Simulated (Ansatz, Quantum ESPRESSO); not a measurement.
# Lattice dynamics of AlBiTe3 (Pm-3m) in two programs

Aim: the phonon dispersion of AlBiTe3 (Pm-3m), checked by a second program.

Method: DFT LDA, scalar-relativistic, plane waves, JTH PAW pseudopotentials, in Quantum ESPRESSO 7.5.

The structure was built from a prototype and need not be the compound's stable phase.

### 1. Starting point

Symmetry: Pm-3m, No. 221, cubic system. The conventional cell has a = 5.335 Å, b = 5.335 Å, c = 5.335 Å, α = 90.00°, β = 90.00°, γ = 90.00°. Bi has 12 Te at 3.77 Å nearest. Al has 6 Te at 2.67 Å nearest. Nearest to Te lie 2 Al at 2.67 Å and 4 Bi at 3.77 Å. Farther neighbours and most contacts between anions are not listed.

### 2. A probe with smearing

Before anything dear is run, a loose run with smearing shows whether this is a metal and how far the cell is from rest.

Input file probe.in:

```
&CONTROL
  calculation = 'scf'
  prefix      = 'x'
  outdir      = './tmp'
  pseudo_dir  = './pseudo'
  tprnfor     = .true.
  tstress     = .true.
  verbosity   = 'high'
/
&SYSTEM
  ibrav       = 0
  nat         = 5
  ntyp        = 3
  ecutwfc     = 40.0
  ecutrho     = 200.0
  occupations = 'smearing'
  smearing    = 'gaussian'
  degauss     = 0.01
/
&ELECTRONS
  conv_thr         = 1.0d-07
  mixing_beta      = 0.7
  electron_maxstep = 100
/
ATOMIC_SPECIES
 Bi    208.9804  Bi.upf
 Al     26.9815  Al.upf
 Te    127.6000  Te.upf
CELL_PARAMETERS angstrom
     5.335000000    0.000000000    0.000000000
     0.000000000    5.335000000    0.000000000
     0.000000000    0.000000000    5.335000000
ATOMIC_POSITIONS crystal
 Bi     0.000000000   0.000000000   0.000000000
 Al     0.500000000   0.500000000   0.500000000
 Te     0.500000000   0.500000000   0.000000000
 Te     0.500000000   0.000000000   0.500000000
 Te     0.000000000   0.500000000   0.500000000
K_POINTS automatic
 4 4 4 0 0 0
```

The run is started by

```console
$ OMP_NUM_THREADS=1 mpirun -n 4 pw.x -nk 4 -in probe.in > probe.out
```

Output:

```text
[banners, grids, parts of the stress and lines that vanish by symmetry left out]
Program PWSCF v.7.5
     file Bi.upf: wavefunction(s)  6S 0S 6P 0P 5D 0D renormalized
     file Al.upf: wavefunction(s)  3S 0S 3P 0P renormalized
[...]
kinetic-energy cutoff     =      40.0000  Ry
     charge density cutoff     =     200.0000  Ry
     scf convergence threshold =      1.0E-07
[...]
Exchange-correlation= SLA PW NOGX NOGC
                           (   1   4   0   0   0   0   0)
[...]
48 Sym. Ops., with inversion, found
[...]
(     0          1          0      )
                  (     0          0          1      )
[...]
(  0.0000000  1.0000000  0.0000000 )
                  (  0.0000000  0.0000000  1.0000000 )
[...]
(     0         -1          0      )
[...]
( -1.0000000  0.0000000  0.0000000 )
                  (  0.0000000  1.0000000  0.0000000 )
[...]
number of k points=    10  Gaussian smearing, width (Ry)=  0.0100
[...]
End of self-consistent calculation
[...]
the Fermi energy is     6.5445 ev
!    total energy              =   -1974.91040657 Ry
[...]
convergence has been achieved in   8 iterations
[...]
atom    1 type  1   force =     0.00000000    0.00000000    0.00000000
     atom    2 type  2   force =     0.00000000    0.00000000    0.00000000
     atom    3 type  3   force =     0.00000000    0.00000000    0.00000000
     atom    4 type  3   force =     0.00000000    0.00000000    0.00000000
     atom    5 type  3   force =     0.00000000    0.00000000    0.00000000
[...]
Total force =     0.000000     Total SCF correction =     0.000000
[...]
total   stress  (Ry/bohr**3)                   (kbar)     P=      -31.35
[...]
XML data file, charge density, pseudopotentials, collected wavefunctions

   JOB DONE.
```

Wall time 4.5 s (4 MPI ranks of AMD EPYC 9R45, shared host).

Read from the output:

| Quantity | Value |
| --- | --- |
| volume per atom | 30.37 Å³ |
| pressure | -3.135 GPa |
| gap on the k-mesh | 0 eV |

No gap opens on this mesh, so smearing is kept; the start stands at -3.1 GPa.

### 3. Relaxation

The relaxation runs at a cutoff a fifth above that of the response, since stress converges more slowly with the basis than frequencies do. Forces and stress are brought to rest with tight thresholds.

Input file relax.in:

```
&CONTROL
  calculation   = 'vc-relax'
  prefix        = 'x'
  outdir        = './tmp'
  pseudo_dir    = './pseudo'
  tprnfor       = .true.
  tstress       = .true.
  forc_conv_thr = 2.0d-05
  etot_conv_thr = 1.0d-07
  nstep         = 40
/
&SYSTEM
  ibrav       = 0
  nat         = 5
  ntyp        = 3
  ecutwfc     = 48
  ecutrho     = 240.0
  occupations = 'smearing'
  smearing    = 'gaussian'
  degauss     = 0.02
/
&ELECTRONS
  conv_thr         = 1.0d-11
  mixing_beta      = 0.7
  electron_maxstep = 100
/
&IONS
/
&CELL
  press_conv_thr = 0.2
/
ATOMIC_SPECIES
 Bi    208.9804  Bi.upf
 Al     26.9815  Al.upf
 Te    127.6000  Te.upf
CELL_PARAMETERS angstrom
     5.335000000    0.000000000    0.000000000
     0.000000000    5.335000000    0.000000000
     0.000000000    0.000000000    5.335000000
ATOMIC_POSITIONS crystal
 Bi     0.000000000   0.000000000   0.000000000
 Al     0.500000000   0.500000000   0.500000000
 Te     0.500000000   0.500000000   0.000000000
 Te     0.500000000   0.000000000   0.500000000
 Te     0.000000000   0.500000000   0.500000000
K_POINTS automatic
 6 6 6 0 0 0
```

The run is started by

```console
$ OMP_NUM_THREADS=1 mpirun -n 4 pw.x -nk 4 -in relax.in > relax.out
```

Output:

```text
[banners, grids, parts of the stress and lines that vanish by symmetry left out]
[banner, memory and clock lines left out]
Program PWSCF v.7.5

[...]
kinetic-energy cutoff     =      48.0000  Ry
     charge density cutoff     =     240.0000  Ry
     scf convergence threshold =      1.0E-11
[...]
energy convergence thresh.=      1.0E-07
     force convergence thresh. =      2.0E-05
     press convergence thresh. =      2.0E-01
     Exchange-correlation= SLA PW NOGX NOGC
                           (   1   4   0   0   0   0   0)
[...]
48 Sym. Ops., with inversion, found
[...]
number of k points=    20  Gaussian smearing, width (Ry)=  0.0200
[...]
End of self-consistent calculation
[...]
the Fermi energy is     6.5979 ev
!    total energy              =   -1974.91599965 Ry
[...]
convergence has been achieved in  12 iterations
[...]
atom    1 type  1   force =     0.00000000    0.00000000    0.00000000
     atom    2 type  2   force =     0.00000000    0.00000000    0.00000000
     atom    3 type  3   force =     0.00000000    0.00000000    0.00000000
     atom    4 type  3   force =     0.00000000    0.00000000    0.00000000
     atom    5 type  3   force =     0.00000000    0.00000000    0.00000000
     Total force =     0.000000     Total SCF correction =     0.000000
[...]
total   stress  (Ry/bohr**3)                   (kbar)     P=      -31.35
[...]
number of bfgs steps    =   0
[...]
CELL_PARAMETERS (angstrom)
[...]
ATOMIC_POSITIONS (crystal)
Bi               0.0000000000        0.0000000000        0.0000000000
Al               0.5000000000        0.5000000000        0.5000000000
Te               0.5000000000        0.5000000000        0.0000000000
Te               0.5000000000        0.0000000000        0.5000000000
[...]
New effective cutoffs (rho, wfc):  242.22   48.51
[...]
End of self-consistent calculation
[...]
the Fermi energy is     6.7973 ev
!    total energy              =   -1974.91911778 Ry
[...]
convergence has been achieved in  20 iterations
[...]
atom    1 type  1   force =     0.00000000    0.00000000    0.00000000
     atom    2 type  2   force =     0.00000000    0.00000000    0.00000000
     atom    3 type  3   force =     0.00000000    0.00000000    0.00000000
     atom    4 type  3   force =     0.00000000    0.00000000    0.00000000
     atom    5 type  3   force =     0.00000000    0.00000000    0.00000000
     Total force =     0.000000     Total SCF correction =     0.000000
[...]
total   stress  (Ry/bohr**3)                   (kbar)     P=      -24.85
[...]
number of bfgs steps    =   1
[...]
CELL_PARAMETERS (angstrom)
[...]
ATOMIC_POSITIONS (crystal)
[...]
New effective cutoffs (rho, wfc):  246.16   49.29
[...]
End of self-consistent calculation
[...]
the Fermi energy is     7.1039 ev
!    total energy              =   -1974.92231955 Ry
[...]
convergence has been achieved in  26 iterations
[...]
atom    1 type  1   force =     0.00000000    0.00000000    0.00000000
     atom    2 type  2   force =     0.00000000    0.00000000    0.00000000
     atom    3 type  3   force =     0.00000000    0.00000000    0.00000000
     atom    4 type  3   force =     0.00000000    0.00000000    0.00000000
[...]
Total force =     0.000000     Total SCF correction =     0.000000
[...]
total   stress  (Ry/bohr**3)                   (kbar)     P=      -13.95
[...]
number of bfgs steps    =   2
[...]
CELL_PARAMETERS (angstrom)
[...]
ATOMIC_POSITIONS (crystal)
[...]
New effective cutoffs (rho, wfc):  251.16   50.30
[...]
End of self-consistent calculation
[...]
the Fermi energy is     7.4951 ev
!    total energy              =   -1974.92359254 Ry
[...]
convergence has been achieved in  22 iterations
[...]
Total force =     0.000000     Total SCF correction =     0.000000
[...]
total   stress  (Ry/bohr**3)                   (kbar)     P=        1.59
[...]
number of bfgs steps    =   3
[...]
CELL_PARAMETERS (angstrom)
[...]
ATOMIC_POSITIONS (crystal)
[...]
New effective cutoffs (rho, wfc):  250.65   50.19
[...]
End of self-consistent calculation
[...]
the Fermi energy is     7.4552 ev
!    total energy              =   -1974.92360739 Ry
[...]
convergence has been achieved in  18 iterations
[...]
Total force =     0.000000     Total SCF correction =     0.000000
[...]
total   stress  (Ry/bohr**3)                   (kbar)     P=       -0.08
[...]
number of bfgs steps    =   4
[...]
CELL_PARAMETERS (angstrom)
[...]
ATOMIC_POSITIONS (crystal)
[...]
New effective cutoffs (rho, wfc):  250.68   50.20
[...]
End of self-consistent calculation
[...]
the Fermi energy is     7.4572 ev
!    total energy              =   -1974.92360743 Ry
[...]
convergence has been achieved in  13 iterations
[...]
atom    3 type  3   force =     0.00000000    0.00000000    0.00000000
     atom    4 type  3   force =     0.00000000    0.00000000    0.00000000
     atom    5 type  3   force =     0.00000000    0.00000000    0.00000000
     Total force =     0.000000     Total SCF correction =     0.000000
[...]
total   stress  (Ry/bohr**3)                   (kbar)     P=        0.00
[...]
bfgs converged in   6 scf cycles and   5 bfgs steps
[...]
End of BFGS Geometry Optimization
     Final enthalpy           =   -1974.9236074335 Ry
     File ./tmp/x.bfgs deleted, as requested
[...]
CELL_PARAMETERS (angstrom)
[...]
ATOMIC_POSITIONS (crystal)
[...]
Te               0.5000000000        0.0000000000        0.5000000000
Te               0.0000000000        0.5000000000        0.5000000000
[...]
Final scf calculation at the relaxed structure.
[...]
kinetic-energy cutoff     =      48.0000  Ry
     charge density cutoff     =     240.0000  Ry
     scf convergence threshold =      1.0E-13
[...]
press convergence thresh. =      2.0E-01
     Exchange-correlation= SLA PW NOGX NOGC
                           (   1   4   0   0   0   0   0)
[...]
48 Sym. Ops., with inversion, found
[...]
number of k points=    20  Gaussian smearing, width (Ry)=  0.0200
[...]
End of self-consistent calculation
[...]
the Fermi energy is     7.4572 ev
!    total energy              =   -1974.92315509 Ry
[...]
convergence has been achieved in  13 iterations
[...]
atom    1 type  1   force =     0.00000000    0.00000000    0.00000000
     atom    2 type  2   force =     0.00000000    0.00000000    0.00000000
     atom    3 type  3   force =     0.00000000    0.00000000    0.00000000
     atom    4 type  3   force =     0.00000000    0.00000000    0.00000000
     atom    5 type  3   force =     0.00000000    0.00000000    0.00000000
     Total force =     0.000000     Total SCF correction =     0.000000
[...]
total   stress  (Ry/bohr**3)                   (kbar)     P=        0.36
[...]
XML data file, charge density, pseudopotentials, collected wavefunctions
```

The job ended after 69 s (4 MPI ranks; 4.6 min of CPU time).

Step by step:

```csv
step,energy less that of the first step (eV),largest force (eV/Å),pressure (GPa),volume (Å³)
1,0.0000,0.0000,-3.14,151.85
2,-0.0424,0.0000,-2.49,149.43
3,-0.0860,0.0000,-1.40,145.86
4,-0.1033,0.0000,0.16,141.53
5,-0.1035,0.0000,-0.01,141.96
6,-0.1035,0.0000,0.00,141.94
7,-0.0974,0.0000,0.04,141.94
```

```csv
"conventional cell, symmetrised",before,after,change
a (Å),5.335,5.216,-2.2 %
b (Å),5.335,5.216,-2.2 %
c (Å),5.335,5.216,-2.2 %
volume (Å³/atom),30.37,28.39,-6.5 %
```

Final coordinates:

```xyz
5
Lattice="5.2163 0.0000 0.0000 0.0000 5.2163 0.0000 0.0000 0.0000 5.2163" Properties=species:S:1:pos:R:3 pbc="T T T"
Bi    0.0000    0.0000    0.0000
Al    2.6082    2.6082    2.6082
Te    2.6082    2.6082    0.0000
Te    2.6082    0.0000    2.6082
Te    0.0000    2.6082    2.6082
```

The last row of the table of steps is pw.x's closing run on a basis chosen anew for the final cell, so its energy can jump.

Read from the output:

```
volume per atom : 28.39 Å³
pressure        : 0.036 GPa
```

The volume changes by -6.5 % from the cell with which this run began.

### 4. Ground state

The response is built on this ground state, so it is converged far tighter than an energy would need. Smearing stays on, as the first look found no gap above 0.3 eV.

Input file scf.in:

```
&CONTROL
  calculation = 'scf'
  prefix      = 'x'
  outdir      = './tmp'
  pseudo_dir  = './pseudo'
  tprnfor     = .true.
  tstress     = .true.
/
&SYSTEM
  ibrav       = 0
  nat         = 5
  ntyp        = 3
  ecutwfc     = 40.0
  ecutrho     = 200.0
  occupations = 'smearing'
  smearing    = 'gaussian'
  degauss     = 0.02
/
&ELECTRONS
  conv_thr         = 1.0d-12
  mixing_beta      = 0.7
  electron_maxstep = 100
/
ATOMIC_SPECIES
 Bi    208.9804  Bi.upf
 Al     26.9815  Al.upf
 Te    127.6000  Te.upf
CELL_PARAMETERS angstrom
     5.216346270    0.000000000    0.000000000
     0.000000000    5.216346270    0.000000000
     0.000000000    0.000000000    5.216346270
ATOMIC_POSITIONS crystal
 Bi     0.000000000   0.000000000   0.000000000
 Al     0.500000000   0.500000000   0.500000000
 Te     0.500000000   0.500000000   0.000000000
 Te     0.500000000   0.000000000   0.500000000
 Te     0.000000000   0.500000000   0.500000000
K_POINTS automatic
 6 6 6 0 0 0
```

The run is started by

```console
$ OMP_NUM_THREADS=1 mpirun -n 4 pw.x -nk 4 -in scf.in > scf.out
```

Output:

```text
[banners, grids, parts of the stress and lines that vanish by symmetry left out]
[banner, memory and clock lines left out]
Program PWSCF v.7.5

[...]
kinetic-energy cutoff     =      40.0000  Ry
     charge density cutoff     =     200.0000  Ry
     scf convergence threshold =      1.0E-12
[...]
Exchange-correlation= SLA PW NOGX NOGC
                           (   1   4   0   0   0   0   0)
[...]
48 Sym. Ops., with inversion, found
[...]
number of k points=    20  Gaussian smearing, width (Ry)=  0.0200
[...]
End of self-consistent calculation
[...]
the Fermi energy is     7.4573 ev
!    total energy              =   -1974.92250754 Ry
[...]
convergence has been achieved in  11 iterations
[...]
atom    1 type  1   force =     0.00000000    0.00000000    0.00000000
     atom    2 type  2   force =     0.00000000    0.00000000    0.00000000
     atom    3 type  3   force =     0.00000000    0.00000000    0.00000000
     atom    4 type  3   force =     0.00000000    0.00000000    0.00000000
     atom    5 type  3   force =     0.00000000    0.00000000    0.00000000
     Total force =     0.000000     Total SCF correction =     0.000000
[...]
total   stress  (Ry/bohr**3)                   (kbar)     P=        0.21
[...]
XML data file, charge density, pseudopotentials, collected wavefunctions
```

Elapsed: 6.3 s, on 4 MPI ranks; 24 s of CPU time.

Read from the output:

| Item | Value |
| --- | --- |
| pressure | 0.021 GPa |

The cell stands at 0.021 GPa, close enough for phonons.

[end of part 1 of 3]

[Host names and launcher messages were left out of these logs when they were recorded.]

[Logs are printed without paths, hosts, clocks, repeated set-up lines and the standing remarks that a program may print on its own settings, such as how far it seeks lower states.]

[Hosts, paths, dates, database ids (printed as entryN), source tags and the programs' standing remarks are cut or masked in the printed files.]
